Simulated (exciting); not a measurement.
# Core excitons at the S L₂,₃ edge of ZnS (Wurtzite-2H), part 2 of 3

Aim: the S L₂,₃ absorption edge of ZnS (Wurtzite-2H) with the electron–hole interaction treated explicitly, and what each term of the kernel does.

exciting sodium; X-ray absorption, core-level Bethe-Salpeter equation, exchange and statically screened direct term, Tamm-Dancoff, all-electron LAPW+lo LDA.

So far. Step 3 (A richer basis for the empty states): Against the first ground state the total energy moves by -11 meV an atom and the gap by 0.00 eV.

The database entry behind the starting cell differs from later determinations by our own check (about 0.4 % short), so it need not match the best structure at ambient conditions.

## (4) Screening, kernels and BSE for S atom 3

The absorber has 3 Zn at 2.31 Å and 1 Zn at 2.40 Å (distorted tetrahedral, site symmetry 3m).

input.xml

```
<input>
  <title>ZnS</title>
  <structure speciespath="." autormt="false" epslat="1.0e-5">
    <crystal>
      <basevect>7.2017462596 0.0000000000 0.0000000000</basevect>
      <basevect>-3.6008731298 6.2368952124 0.0000000000</basevect>
      <basevect>0.0000000000 0.0000000000 11.7805526588</basevect>
    </crystal>
    <species speciesfile="Zn.xml" rmt="2.240">
      <atom coord="0.6666666667 0.3333333333 0.5000000000"/>
      <atom coord="0.3333333333 0.6666666667 0.0000000000"/>
    </species>
    <species speciesfile="S.xml" rmt="2.002">
      <atom coord="0.6666666667 0.3333333333 0.8850000000"/>
      <atom coord="0.3333333333 0.6666666667 0.3850000000"/>
    </species>
  </structure>
  <groundstate do="skip" xctype="LDA_PW" ngridk="5 5 2" rgkmax="7" gmaxvr="14" nempty="8" swidth="0.001" maxscl="100" epsengy="1e-5"/>
  <xs xstype="BSE" ngridk="4 4 2" ngridq="4 4 2" vkloff="0.097 0.273 0.493" rgkmax="7" nempty="32" gqmax="3" lmaxapwwf="5" lmaxemat="3" broad="0.01654" tevout="true">
    <energywindow intv="5.107 6.770" points="452"/>
    <screening screentype="full" nempty="55"/>
    <BSE xas="true" xasspecies="2" xasatom="1" xasedge="L23" bsetype="singlet" nstlxas="1 28"/>
    <qpointset>
      <qpoint>0 0 0</qpoint>
    </qpointset>
    <plan>
      <doonly task="xsgeneigvec"/>
      <doonly task="writepmatxs"/>
      <doonly task="scrgeneigvec"/>
      <doonly task="scrwritepmat"/>
      <doonly task="screen"/>
      <doonly task="scrcoulint"/>
    </plan>
  </xs>
</input>
```

input.xml for the exchange start (cutoff and plan only)

```
  gqmax="2.5"
  <plan>
    <doonly task="exccoulint"/>
  </plan>
```

input.xml for the last start (plan only)

```
  <plan>
    <doonly task="bse"/>
  </plan>
```

The run is started by

```bash
> OMP_NUM_THREADS=1 mpirun -n 2 exciting
> OMP_NUM_THREADS=1 mpirun -n 2 exciting
> OMP_NUM_THREADS=2 exciting
```

Numbers of over 12 decimals in the logs are rounded to 6 here.

What it wrote:

```text
| EXCITING SODIUM started for task xsgeneigvec ( 301)                          =
One-shot GS runs for BSE calculations
One-shot GS runs for k+qmt/2 grids
Info(xsgeneigvec): Generating eigenvectors for Q-point      1
Info(xsgeneigvec): Generation of eigenvectors finished
| EXCITING SODIUM started for task writepmatxs ( 320)                          =
Info(writepmatxs): Momentum matrix elements finished
| EXCITING SODIUM started for task scrgeneigvec ( 401)                         =
One-shot GS runs for BSE calculations
One-shot GS runs for k+qmt/2 grids
Info(xsgeneigvec): Generating eigenvectors for Q-point      1
Using screening GS parameters.
Info(xsgeneigvec): Generation of eigenvectors finished
| EXCITING SODIUM started for task scrwritepmat ( 420)                         =
Info(writepmatxs): Momentum matrix elements finished
Info(scrwritepmat): Momentum matrix elements for screening finished
| EXCITING SODIUM started for task screen ( 430)                               =
Info(screenlauncher): Calculating screening for unshifted q-grid.
Info(screenlauncher): Number of q points:       8
Info(screenlauncher): lowest (partially)  unoccupied state:     25
Info(screenlauncher): highest (partially) occupied state  :     24
Info(screenlauncher): number of occupied states considered:   24
Info(screenlauncher): number of unoccupied states considered:   56
Info(screenlauncher): Starting loop over q-points
Info(screenlauncher): Screening for unshifted q-grid finished
Info(screenlauncher): Screening finished
| EXCITING SODIUM started for task scrcoulint ( 440)                           =
Info(scrcoulintlauncher): Setting up screened Coulomb interaction matrix W.
Info(scrcoulintlauncher): Using momentum transfer vectors from list :   1 to  1
Info(scrcoulintlauncher): Calculating screened Coulomb interaction matrix W
Info(scrcoulintlauncher): Momentum transfer list index: iqmt=  1
Info(scrcoulintlauncher): Momentum transfer: vqmtl=   0.000   0.000   0.000
Info(scrcoulintlauncher): Calculating RR block of W
Info(scrcoulint): Inspecting occupations...
Info(setranges_modxs): Number of non-reduced k-points:       32
Info(setranges_modxs): Number of states considered:       57
Info(setranges_modxs): Number of (partially) occupied states:       10
Info(setranges_modxs): Highest (partially) occupied states:       24
Info(setranges_modxs): Number of (partially) unoccupied states:       33
Info(setranges_modxs): Lowest (partially) unoccupied states:       25
Info(scrcoulint): Selecting transitions...
Info(select_transitions): Inspecting transitions in the  band interval:
  lowest occupied state:   5
  highest occupied state:  10
  lowest unoccupied state:  25
  highest unoccupied state:  52
  Opening gap with a scissor of:      0.000/H      0.000/eV
Info(select_transitions): Number of participating transitions:    5376
Info(scrcoulint): Size of file SCCLI will be about     0.222061 GB
Info(scrcoulint): Using q-grid
Info(scrcoulint): Number of reduced q-points:      8
Info(scrcoulint): Number of non-reduced q-points:     32
Info(scrcoulint): Calculating W(G1,G2,qr) fourier coefficients
Info(scrcoulint): Calculating W matrix elements
Info(scrcoulintlauncher): Screened coulomb interaction finished for iqmt=   1
| EXCITING SODIUM started for task exccoulint ( 441)                           =
Info(exccoulintlauncher): Setting up exchange interaction matrix V.
Info(exccoulintlauncher): Using momentum transfer vectors from list :   1 to  1
Info(exccoulintlauncher):Calculating exchange interaction matrix V
Info(exccoulintlauncher): Momentum transfer list index: iqmt=  1
Info(exccoulintlauncher): Momentum transfer: vqmtl=   0.000   0.000   0.000
Info(exccoulintlauncher): Calculating RR block of V
Info(exccoulint): Inspecting occupations...
Info(setranges_modxs): Number of non-reduced k-points:       32
Info(setranges_modxs): Number of states considered:       57
Info(setranges_modxs): Number of (partially) occupied states:       10
Info(setranges_modxs): Highest (partially) occupied states:       24
Info(setranges_modxs): Number of (partially) unoccupied states:       33
Info(setranges_modxs): Lowest (partially) unoccupied states:       25
Info(exccoulint): Selecting transitions...
Info(select_transitions): Inspecting transitions in the  band interval:
  lowest occupied state:   5
  highest occupied state:  10
  lowest unoccupied state:  25
  highest unoccupied state:  52
  Opening gap with a scissor of:      0.000/H      0.000/eV
Info(select_transitions): Number of participating transitions:    5376
Info(exccoulint): Size of file EXCLI will be about     0.222061 GB
Info(exccoulint): Generating plane wave matrix elements for momentum transfer iqmt=   1
  Timing (in seconds)	   :    1379.563
Info(exccoulint): Generating V matrix elements
Info(exccoulint): Zeroing Coulomb potential at G+qmt index:  1
Info(exccoulintlauncher): Exchange interaction finished for iqmt=   1
| EXCITING SODIUM started for task bse ( 445)                                  =
Info(bselauncher): Init time:    0.901769
Info(bselauncher): Setting up and diagonalizing BSE Hamiltonian.
Info(bselauncher): Using momentum transfer vectors from list :   1 to  1
Info(bselauncher): Distributing qmt-points over   1 processes.
Info(bselauncher): BSE type: singlet
Info(bselauncher): Momentum transfer list index: iqmt=  1
Info(bselauncher): Momentum transfer: vqmtl=   0.000   0.000   0.000
Info(bse): Inspecting occupations...
Info(setranges_modxs): Number of non-reduced k-points:       32
Info(setranges_modxs): Number of states considered:       57
Info(setranges_modxs): Number of (partially) occupied states:       10
Info(setranges_modxs): Highest (partially) occupied states:       24
Info(setranges_modxs): Number of (partially) unoccupied states:       33
Info(setranges_modxs): Lowest (partially) unoccupied states:       25
Info(select_transitions): Inspecting transitions in the  band interval:
  lowest occupied state:   5
  highest occupied state:  10
  lowest unoccupied state:  25
  highest unoccupied state:  52
  Opening gap with a scissor of:      0.000/H      0.000/eV
Info(select_transitions): Number of participating transitions:    5376
Info(bse): Selecting transitions...
Info(bse):bsegap (eV):   152.168389
Info(bse): Assembling BSE matrix
  RR/RA blocks of global BSE-Hamiltonian:
  Size of the Hamiltonian:    5376
  Number of k-points:      32
  Distributing matrix to   1 processes
  Local matrix shape   5376 x  5376
Info(bse): max local RAM needed for BSE matrices ~     0.430664 GB
Info(setup_bse_block): Setting up RR part of hamiltonian
Info(setup_bse_block): Singlet spin state
Info(bse): Diagonalizing RR Hamiltonian (TDA)
Info(bse): Invoking Lapack routine ZHEEVR
      5376 eigen solutions found in the interval:
         i1=       1 i2=    5376
Info(bse): Writing excition energies and oscillator strengths to text file.
Info(makespectrum_dist): Making spectrum using formula for coupling with time reversed AR basis.
Info(makespectrum_dist): Using formalism for vanishing momentum transfer.
Info(writederived): Writing quantities derived from the macroscopic dielectric function.
Info(bselauncher): Spectrum finished for iqmt=  1
Info(bselauncher): All done for BSE type singlet
```

The job ended after 37 min (2 MPI ranks of Arm Neoverse N1, shared host).

Wall time by task: xsgeneigvec 9.7 s, writepmatxs 12 s, scrgeneigvec 8.6 s, scrwritepmat 5 s, screen 4.1 min, scrcoulint 6.3 min, exccoulint 23 min, bse 3.3 min.

The S L₂,₃ spectrum of S atom 3 (energy from the Kohn–Sham onset, core level to the lowest empty state found on the meshes used, 150.97 eV; the ground-state mesh sets it, and the shifted mesh has its lowest transition 1.20 eV above it; Im ε scaled to the maximum of the singlet run; cut below the end of the band set):

| E (eV) | isotropic | ε ⊥ c | ε ∥ c |
| --- | --- | --- | --- |
| -3.0 | 0.02 | 0.02 | 0.02 |
| -2.5 | 0.03 | 0.03 | 0.03 |
| -2.0 | 0.04 | 0.04 | 0.04 |
| -1.5 | 0.05 | 0.05 | 0.05 |
| -1.0 | 0.07 | 0.07 | 0.08 |
| -0.5 | 0.14 | 0.13 | 0.15 |
| 0.0 | 0.32 | 0.30 | 0.34 |
| 0.5 | 0.37 | 0.37 | 0.35 |
| 1.0 | 0.41 | 0.42 | 0.39 |
| 1.5 | 0.42 | 0.41 | 0.43 |
| 2.0 | 0.39 | 0.40 | 0.39 |
| 2.5 | 0.43 | 0.43 | 0.43 |
| 3.0 | 0.50 | 0.50 | 0.50 |
| 3.5 | 0.45 | 0.46 | 0.44 |
| 4.0 | 0.48 | 0.49 | 0.48 |
| 4.5 | 0.50 | 0.49 | 0.50 |
| 5.0 | 0.45 | 0.45 | 0.45 |
| 5.5 | 0.48 | 0.49 | 0.45 |
| 6.0 | 0.46 | 0.46 | 0.46 |
| 6.5 | 0.50 | 0.49 | 0.51 |
| 7.0 | 0.60 | 0.59 | 0.62 |
| 7.5 | 0.60 | 0.60 | 0.62 |
| 8.0 | 0.61 | 0.60 | 0.62 |
| 8.5 | 0.59 | 0.60 | 0.59 |
| 9.0 | 0.61 | 0.62 | 0.60 |
| 9.5 | 0.82 | 0.81 | 0.85 |
| 10.0 | 0.99 | 0.98 | 1.01 |
| 10.5 | 0.90 | 0.90 | 0.88 |
| 11.0 | 0.92 | 0.91 | 0.94 |
| 11.5 | 0.85 | 0.85 | 0.84 |
| 12.0 | 0.77 | 0.78 | 0.74 |
| 12.5 | 0.75 | 0.76 | 0.74 |
| 13.0 | 0.76 | 0.76 | 0.75 |
| 13.5 | 0.81 | 0.81 | 0.80 |
| 14.0 | 0.82 | 0.82 | 0.82 |
| 14.5 | 0.83 | 0.82 | 0.85 |
| 15.0 | 0.86 | 0.86 | 0.86 |
| 15.5 | 0.79 | 0.79 | 0.79 |
| 16.0 | 0.72 | 0.72 | 0.73 |
| 16.5 | 0.70 | 0.70 | 0.69 |
| 17.0 | 0.64 | 0.64 | 0.63 |
| 17.5 | 0.62 | 0.62 | 0.63 |
| 18.0 | 0.64 | 0.63 | 0.65 |
| 18.5 | 0.66 | 0.65 | 0.69 |

Maxima (height): 3.0 eV (0.50), 4.3 eV (0.51), 5.6 eV (0.48), 7.2 eV (0.61), 9.9 eV (1.00), 11.0 eV (0.92) and 15.0 eV (0.86); 1 lower ones aren't listed.

The Hamiltonian has 5376 rows. The lowest groups of eigenvalues and the brightest ones, on the scale above (the program counts from the shifted mesh's onset, 1.20 eV higher). Core spinors bring spin-forbidden partners, so dark means forbidden by spin or by symmetry, and the shifted mesh splits states that symmetry would keep together:

| energy (eV) | states within 10 meV | relative strength |
| --- | --- | --- |
| 0.122 | 4 | 1.00 |
| 0.616 | 2 | 0.12 |
| 0.631 | 2 | 0.100 |
| 0.708 | 2 | 0.062 |
| 0.721 | 2 | 0.085 |
| 0.806 | 4 | 0.062 |
| 1.388 | 3 | 0.34 |
| 9.629 | 4 | 0.34 |
| 9.818 | 4 | 0.25 |
| 9.840 | 7 | 0.22 |
| 10.886 | 10 | 0.19 |
| 17.282 | 14 | 0.22 |

## (5) Independent particles

input.xml, as its differences from that of step 4:

```diff
@@ -21,3 +21,3 @@
     <screening screentype="full" nempty="55"/>
-    <BSE xas="true" xasspecies="2" xasatom="1" xasedge="L23" bsetype="singlet" nstlxas="1 28"/>
+    <BSE xas="true" xasspecies="2" xasatom="1" xasedge="L23" bsetype="IP" nstlxas="1 28"/>
     <qpointset>
@@ -26,8 +26,3 @@
     <plan>
-      <doonly task="xsgeneigvec"/>
-      <doonly task="writepmatxs"/>
-      <doonly task="scrgeneigvec"/>
-      <doonly task="scrwritepmat"/>
-      <doonly task="screen"/>
-      <doonly task="scrcoulint"/>
+      <doonly task="bse"/>
     </plan>
```

The run is started by

```bash
> OMP_NUM_THREADS=2 exciting
```

What it wrote:

```text
| EXCITING SODIUM started for task bse ( 445)                                  =
Info(bselauncher): Init time:    0.909456
Info(bselauncher): Setting up and diagonalizing BSE Hamiltonian.
Info(bselauncher): Using momentum transfer vectors from list :   1 to  1
Info(bselauncher): Distributing qmt-points over   1 processes.
Info(bselauncher): BSE type: IP
Info(bselauncher): Momentum transfer list index: iqmt=  1
Info(bselauncher): Momentum transfer: vqmtl=   0.000   0.000   0.000
Info(bse): Inspecting occupations...
Info(setranges_modxs): Number of non-reduced k-points:       32
[...]
highest unoccupied state:  52
  Opening gap with a scissor of:      0.000/H      0.000/eV
Info(select_transitions): Number of participating transitions:    5376
Info(bse): Selecting transitions...
Info(bse):bsegap (eV):   152.168389
Info(bse): IP requested, nothing much to do
Info(bse): Writing excition energies and oscillator strengths to text file.
Info(makespectrum_dist): Making spectrum using formula for coupling with time reversed AR basis.
Info(makespectrum_dist): Using formalism for vanishing momentum transfer.
Info(writederived): Writing quantities derived from the macroscopic dielectric function.
Info(bselauncher): Spectrum finished for iqmt=  1
Info(bselauncher): All done for BSE type IP
```

Wall time 3 s (2 threads).

Maxima (height): 5.0 eV (0.39), 6.2 eV (0.37), 8.4 eV (0.45), 12.1 eV (0.80) and 15.9 eV (0.96); 1 lower ones aren't listed. Against the singlet run the r.m.s. difference is 32 %. Moving the earlier curve by +2.1 eV leaves 17 %. The highest maximum lies at 15.9 eV (0.96), against 9.9 eV (1.00).

## (6) Exchange alone

input.xml, as its differences from that of step 5:

```diff
@@ -21,3 +21,3 @@
     <screening screentype="full" nempty="55"/>
-    <BSE xas="true" xasspecies="2" xasatom="1" xasedge="L23" bsetype="IP" nstlxas="1 28"/>
+    <BSE xas="true" xasspecies="2" xasatom="1" xasedge="L23" bsetype="RPA" nstlxas="1 28"/>
     <qpointset>
```

The run is started by

```bash
> OMP_NUM_THREADS=2 exciting
```

What it wrote:

```text
| EXCITING SODIUM started for task bse ( 445)                                  =
Info(bselauncher): Init time:    0.904532
Info(bselauncher): Setting up and diagonalizing BSE Hamiltonian.
Info(bselauncher): Using momentum transfer vectors from list :   1 to  1
Info(bselauncher): Distributing qmt-points over   1 processes.
Info(bselauncher): BSE type: RPA
Info(bselauncher): Momentum transfer list index: iqmt=  1
Info(bselauncher): Momentum transfer: vqmtl=   0.000   0.000   0.000
Info(bse): Inspecting occupations...
Info(setranges_modxs): Number of non-reduced k-points:       32
[...]
Info(setup_bse_block): Setting up RR part of hamiltonian
Info(setup_bse_block): Using RPA approximation
Info(bse): Diagonalizing RR Hamiltonian (TDA)
Info(bse): Invoking Lapack routine ZHEEVR
      5376 eigen solutions found in the interval:
         i1=       1 i2=    5376
Info(bse): Writing excition energies and oscillator strengths to text file.
Info(makespectrum_dist): Making spectrum using formula for coupling with time reversed AR basis.
Info(makespectrum_dist): Using formalism for vanishing momentum transfer.
Info(writederived): Writing quantities derived from the macroscopic dielectric function.
Info(bselauncher): Spectrum finished for iqmt=  1
Info(bselauncher): All done for BSE type RPA
```

The job ended after 3.3 min (2 threads).

Maxima (height): 5.0 eV (0.37), 6.2 eV (0.35), 8.4 eV (0.42), 12.1 eV (0.76) and 16.0 eV (0.94); 1 lower ones aren't listed. Against the independent-particle run the r.m.s. difference is 4 %.

## (7) Broadening

Changed against the first singlet run: half width (eV) from 0.45 to 1.35.

input.xml, as its differences from that of step 6:

```diff
@@ -18,6 +18,6 @@
   <groundstate do="skip" xctype="LDA_PW" ngridk="5 5 2" rgkmax="7" gmaxvr="14" nempty="8" swidth="0.001" maxscl="100" epsengy="1e-5"/>
-  <xs xstype="BSE" ngridk="4 4 2" ngridq="4 4 2" vkloff="0.097 0.273 0.493" rgkmax="7" nempty="32" gqmax="3" lmaxapwwf="5" lmaxemat="3" broad="0.01654" tevout="true">
+  <xs xstype="BSE" ngridk="4 4 2" ngridq="4 4 2" vkloff="0.097 0.273 0.493" rgkmax="7" nempty="32" gqmax="3" lmaxapwwf="5" lmaxemat="3" broad="0.04961" tevout="true">
     <energywindow intv="5.107 6.770" points="452"/>
     <screening screentype="full" nempty="55"/>
-    <BSE xas="true" xasspecies="2" xasatom="1" xasedge="L23" bsetype="RPA" nstlxas="1 28"/>
+    <BSE xas="true" xasspecies="2" xasatom="1" xasedge="L23" bsetype="singlet" nstlxas="1 28"/>
     <qpointset>
```

The run is started by

```bash
> OMP_NUM_THREADS=2 exciting
```

What it wrote:

```text
| EXCITING SODIUM started for task bse ( 445)                                  =
Info(bselauncher): Init time:    0.899942
Info(bselauncher): Setting up and diagonalizing BSE Hamiltonian.
Info(bselauncher): Using momentum transfer vectors from list :   1 to  1
Info(bselauncher): Distributing qmt-points over   1 processes.
Info(bselauncher): BSE type: singlet
Info(bselauncher): Momentum transfer list index: iqmt=  1
Info(bselauncher): Momentum transfer: vqmtl=   0.000   0.000   0.000
Info(bse): Inspecting occupations...
[...]
Info(setup_bse_block): Setting up RR part of hamiltonian
Info(setup_bse_block): Singlet spin state
Info(bse): Diagonalizing RR Hamiltonian (TDA)
Info(bse): Invoking Lapack routine ZHEEVR
      5376 eigen solutions found in the interval:
         i1=       1 i2=    5376
Info(bse): Writing excition energies and oscillator strengths to text file.
Info(makespectrum_dist): Making spectrum using formula for coupling with time reversed AR basis.
Info(makespectrum_dist): Using formalism for vanishing momentum transfer.
Info(writederived): Writing quantities derived from the macroscopic dielectric function.
Info(bselauncher): Spectrum finished for iqmt=  1
Info(bselauncher): All done for BSE type singlet
```

Run time: 3.2 min. Hardware: 2 threads.

Against the singlet run the r.m.s. difference is 12 %. The highest maximum lies at 10.7 eV (0.78), against 9.9 eV (1.00). Only the width of each line changes; the area stays. A table step wider than the lines misses their tops.

| E (eV) | first run | this run |
| --- | --- | --- |
| -8.0 | 0.01 | 0.02 |
| -7.0 | 0.01 | 0.03 |
| -6.0 | 0.01 | 0.03 |
| -5.0 | 0.01 | 0.04 |
| -4.0 | 0.02 | 0.05 |
| -3.0 | 0.02 | 0.07 |
| -2.0 | 0.04 | 0.09 |
| -1.0 | 0.07 | 0.15 |
| 0.0 | 0.32 | 0.26 |
| 1.0 | 0.41 | 0.34 |
| 2.0 | 0.39 | 0.39 |
| 3.0 | 0.50 | 0.42 |
| 4.0 | 0.48 | 0.45 |
| 5.0 | 0.45 | 0.46 |
| 6.0 | 0.46 | 0.49 |
| 7.0 | 0.60 | 0.54 |
| 8.0 | 0.61 | 0.59 |
| 9.0 | 0.61 | 0.66 |
| 10.0 | 0.99 | 0.76 |
| 11.0 | 0.92 | 0.78 |
| 12.0 | 0.77 | 0.75 |
| 13.0 | 0.76 | 0.73 |
| 14.0 | 0.82 | 0.74 |
| 15.0 | 0.86 | 0.73 |
| 16.0 | 0.72 | 0.68 |
| 17.0 | 0.64 | 0.63 |
| 18.0 | 0.64 | 0.60 |

(Continued in part 3 of 3.)

[Banner, clock and machine lines of the logs are left out without a mark of their own.]

[Logs are printed without paths, hosts, clocks, repeated set-up lines and the standing remarks that a program may print on its own settings, such as how far it seeks lower states.]

[Hosts, paths, dates, database ids (printed as entryN), source tags and the programs' standing remarks are cut or masked in the printed files.]
